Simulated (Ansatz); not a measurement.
**G0W0 on several functionals: Ag3AuSe2 (I4_132)**

One-shot GW is not self-consistent; how far does the start matter for Ag3AuSe2 (I4_132)?

Main program and level: Ansatz 0.2.0; G0W0 on several functionals, plane waves, PAW.

Report form: the programs' logs are mostly left out.

In doubt: one-shot GW on d or f shells is unsure, so the values of those runs are not to be relied on; masses and optical values from hybrid runs of this build are listed as unsure (steps 3, 4), which bears on the screening that GW takes from such a start.

### 1. The structure

The structure is cubic, space group I4_132 (No. 214). The conventional cell has a = 9.950 Å, b = 9.950 Å, c = 9.950 Å, α = 90.00°, β = 90.00°, γ = 90.00°. Nearest to Ag lie 4 Se at 2.74 to 2.87 Å and 2 Au at 3.01 Å and 2 Ag at 3.01 Å. Se has 1 Au at 2.48 Å and 6 Ag at 2.74 to 2.87 Å nearest. Au has 2 Se at 2.48 Å nearest. Farther neighbours and most contacts between anions are not listed.

Geometry: measured cell, ions relaxed with r2SCAN. The runs that relaxed it are not among those shown. Spin-orbit coupling is left out unless a step names it.

### 2. G0W0 on r2SCAN

G0W0 replaces the xc potential by the self-energy, built once from these orbitals. Only a window of levels is corrected, while the sums run over the empty bands that the input names. This step takes hard PAW files.

This step: G0W0 on r2SCAN, plane waves, PAW.

Contents of input.yaml:

```yaml
crystal:
  lattice:
    - [-4.975, 4.975, 4.975]
    - [4.975, -4.975, 4.975]
    - [4.975, 4.975, -4.975]
  atoms:
    - { symbol: Ag, position: [0.25, 0.6207106707, 0.3707106707] }
    - { symbol: Ag, position: [0.6207106707, 0.75, 0.3707106707] }
    - { symbol: Ag, position: [0.75, 0.8792893293, 0.1292893293] }
    - { symbol: Ag, position: [0.8792893293, 0.25, 0.1292893293] }
    - { symbol: Ag, position: [0.3707106707, 0.25, 0.6207106707] }
    - { symbol: Ag, position: [0.3707106707, 0.6207106707, 0.75] }
    - { symbol: Ag, position: [0.1292893293, 0.75, 0.8792893293] }
    - { symbol: Ag, position: [0.1292893293, 0.8792893293, 0.25] }
    - { symbol: Ag, position: [0.25, 0.1292893293, 0.8792893293] }
    - { symbol: Ag, position: [0.6207106707, 0.3707106707, 0.25] }
    - { symbol: Ag, position: [0.75, 0.3707106707, 0.6207106707] }
    - { symbol: Ag, position: [0.8792893293, 0.1292893293, 0.75] }
    - { symbol: Se, position: [0.5378148057, 0.5378148057, 0.5378148057] }
    - { symbol: Se, position: [0.5378148057, 0.5, 0.0] }
    - { symbol: Se, position: [0.5, 0.0, 0.9621851943] }
    - { symbol: Se, position: [0.0, 0.5378148057, 0.5] }
    - { symbol: Se, position: [0.9621851943, 0.5, 0.0] }
    - { symbol: Se, position: [0.9621851943, 0.9621851943, 0.9621851943] }
    - { symbol: Se, position: [0.0, 0.9621851943, 0.5] }
    - { symbol: Se, position: [0.5, 0.0, 0.5378148057] }
    - { symbol: Au, position: [0.25, 0.25, 0.25] }
    - { symbol: Au, position: [0.25, 0.5, 0.0] }
    - { symbol: Au, position: [0.5, 0.0, 0.25] }
    - { symbol: Au, position: [0.0, 0.25, 0.5] }
kpoints:
  mp_grid: { grid: [2, 2, 2] }
hamiltonian:
  xc: r2scan
  pseudopotentials: { kind: paw, source: ansatz }
scf:
  occupations: { method: fixed }
gw:
  n_empty_bands: 1470
  ecut_chi: 120.0
  qp_bands: [v4, c4]
  qp_kpoints: band_edges
  screening: { model: contour_deformation }
```

Started as:

```
> ansatz run input.yaml --threads 16 --pin off --max-ram 82944MiB --backend cuda --events-out ev --progress --plain --runs-dir out --devices 1 --max-vram 78GiB
```

Run time: 30 s. Hardware: 1 × NVIDIA GB200 (shared by 2 runs) with 16 threads of Arm Neoverse V2, shared host; peak memory 12 GiB; 80 s of CPU time.

This step gave:

| Item | Value |
| --- | --- |
| bands summed | 1686 |
| RPA ε∞ on this mesh (eigenvalues) | 22.97, 22.97, 22.97 |
| plane waves in the screening matrix | 1481 |
| q-points in the mesh | 8 |
| G0W0 gap on the mesh | 0.6320 eV |
| k of the valence top | 0, 0, 0 |
| k of the conduction bottom | 0, 0, 0 |
| starting gap on the mesh | 0.4610 eV |
| Z at the valence top | 0.7435 |
| Z at the conduction bottom | 0.7681 |
| least direct G0W0 gap on the computed points | 0.6320 eV |

The gap on the mesh goes from 0.46 eV to 0.63 eV, a correction of +0.17 eV. Between the two edge states, bare exchange in place of the xc potential would open the gap by 6.12 eV, and correlation takes back 5.95 eV.

### 3. G0W0 on HSE06

One-shot GW remembers its start. Another functional's orbitals and levels show by how much.

This step: G0W0 on HSE06, plane waves, PAW.

Changes to input.yaml since step 2:

```diff
@@ -33,3 +33,3 @@
 hamiltonian:
-  xc: r2scan
+  xc: hse06
   pseudopotentials: { kind: paw, source: ansatz }
```

Run time: 2.8 min. Hardware: 1 × NVIDIA GB200 (shared by 2 runs) with 16 threads; peak memory 6.4 GiB.

This step gave:

- bands summed: 1686
- RPA ε∞ on this mesh (eigenvalues): 13.57, 13.57, 13.57
- plane waves in the screening matrix: 1481
- q-points in the mesh: 8
- G0W0 gap on the mesh: 0.8662 eV
- k of the valence top: 0, 0, 0
- k of the conduction bottom: 0, 0, 0
- starting gap on the mesh: 0.9549 eV
- Z at the valence top: 0.7716
- Z at the conduction bottom: 0.7944
- least direct G0W0 gap on the computed points: 0.8662 eV

Against the run with 2×2×2 mesh, 1470 empty bands, screening to 120 eV, hard PAW files on r2SCAN, the gap moves by +0.23 eV, while the start moved by +0.49 eV.

### 4. G0W0 on PBE0

This step: G0W0 on PBE0, plane waves, PAW.

Changes to input.yaml since step 3:

```diff
@@ -33,3 +33,3 @@
 hamiltonian:
-  xc: hse06
+  xc: pbe0
   pseudopotentials: { kind: paw, source: ansatz }
```

Elapsed: 2.8 min, on 1 × NVIDIA GB200 (shared by 2 runs) with 16 threads; peak memory 6.4 GiB; 9.7 min of CPU time.

Numbers from this step:

```yaml
bands_summed: 1686
rpa_eps_infinity_on_this_mesh_eigenvalues: 10.31, 10.31, 10.31
plane_waves_in_the_screening_matrix: 1481
g0w0_gap_on_the_mesh: 1.046 eV
k_of_the_valence_top: 0, 0, 0
k_of_the_conduction_bottom: 0, 0, 0
starting_gap_on_the_mesh: 1.613 eV
least_direct_g0w0_gap_on_the_computed_points: 1.046 eV
```

Against the run with 2×2×2 mesh, 1470 empty bands, screening to 120 eV, hard PAW files on HSE06, the gap moves by +0.18 eV, while the start moved by +0.66 eV.

### 5. The starts together

All on the 2×2×2 mesh with 1470 empty bands and screening to 120 eV. Times are wall times on 1 × NVIDIA GB200 (shared by 2 runs) with 16 threads of Arm Neoverse V2, shared host, good to a factor of about two.

```csv
start,starting gap (eV),shift (eV),G0W0 gap (eV),RPA ε∞ (harmonic mean),"Z (valence, conduction)",time
r2SCAN,0.46,+0.17,0.63,22.97,"0.74, 0.77",30 s
HSE06,0.95,−0.09,0.87,13.57,"0.77, 0.79",2.8 min
PBE0,1.61,−0.57,1.05,10.31,"0.79, 0.81",2.8 min
```

The parts of the quasiparticle energy at the two band edges (eV; QP = start + Σx + Σc − Vxc):

| run | edge | start | Σx | Σc | Vxc | Z | QP |
| --- | --- | --- | --- | --- | --- | --- | --- |
| r2SCAN | valence top | 13.81 | -24.45 | 2.54 | -21.80 | 0.74 | 13.70 |
| r2SCAN | conduction bottom | 14.28 | -13.36 | -3.41 | -16.83 | 0.77 | 14.33 |
| HSE06 | valence top | 13.43 | -23.53 | 2.25 | -21.37 | 0.77 | 13.52 |
| HSE06 | conduction bottom | 14.39 | -12.78 | -3.46 | -16.24 | 0.79 | 14.38 |
| PBE0 | valence top | 13.08 | -23.53 | 2.16 | -21.70 | 0.79 | 13.42 |
| PBE0 | conduction bottom | 14.70 | -12.73 | -3.40 | -15.90 | 0.81 | 14.46 |

For a hybrid start, Vxc holds its share of exact exchange.

### 6. Summary of results

| Item | Value |
| --- | --- |
| G0W0@r2SCAN | 0.63 eV (start 0.46 eV) |
| G0W0@HSE06 | 0.87 eV (start 0.95 eV) |
| G0W0@PBE0 | 1.05 eV (start 1.61 eV) |
| known limits | not at the basis limit; d shell near the gap, gap tends to lie low; no spin-orbit coupling; coarse k mesh |

**Reading.** The starting gaps span 1.15 eV and the G0W0 gaps 0.41 eV. Between r2SCAN and PBE0, 0.41 eV of the 1.15 eV survives, 36 %. On HSE06 and PBE0 the correction is negative: that start lies above its own G0W0 value. The smallest correction, −0.09 eV, is on HSE06, the start nearest to reproducing itself. Bands and cutoff are finite, so the gap is not at the basis limit. The miss can reach some tenths of an eV and take either sign; the mesh is an error of its own. The 2×2×2 mesh is coarse for this cell (its supercell is 17 Å along the shortest edge). The RPA ε∞ on it, from the r2SCAN start, is 22.97; such meshes misread the long-range screening, most where the gap is narrow. The program warns that the mesh is coarse for exact exchange, which bears on the hybrid start's gap. A d shell, filled or nearly so, lies near the gap. One-shot GW converges very slowly in bands there, not always from below, and on a semilocal start the gap tends to come out low; starts rich in exact exchange can overshoot instead. The many-body steps are scalar-relativistic: spin-orbit coupling is not in them.

[Paths, hosts, dates, memory and timing lines, banners, echoed tables and standing remarks are left out of the program output.]

[Logs are printed without paths, hosts, clocks, repeated set-up lines and the standing remarks that a program may print on its own settings, such as how far it seeks lower states.]

[Runs of the session that timed out or met a known fault of the program may be left out.]

[Cells called generated may have been cut or substituted from an entry of the Crystallography Open Database or the Materials Project.]

[Hosts, paths, dates, database ids (printed as entryN), source tags and the programs' standing remarks are cut or masked in the printed files.]
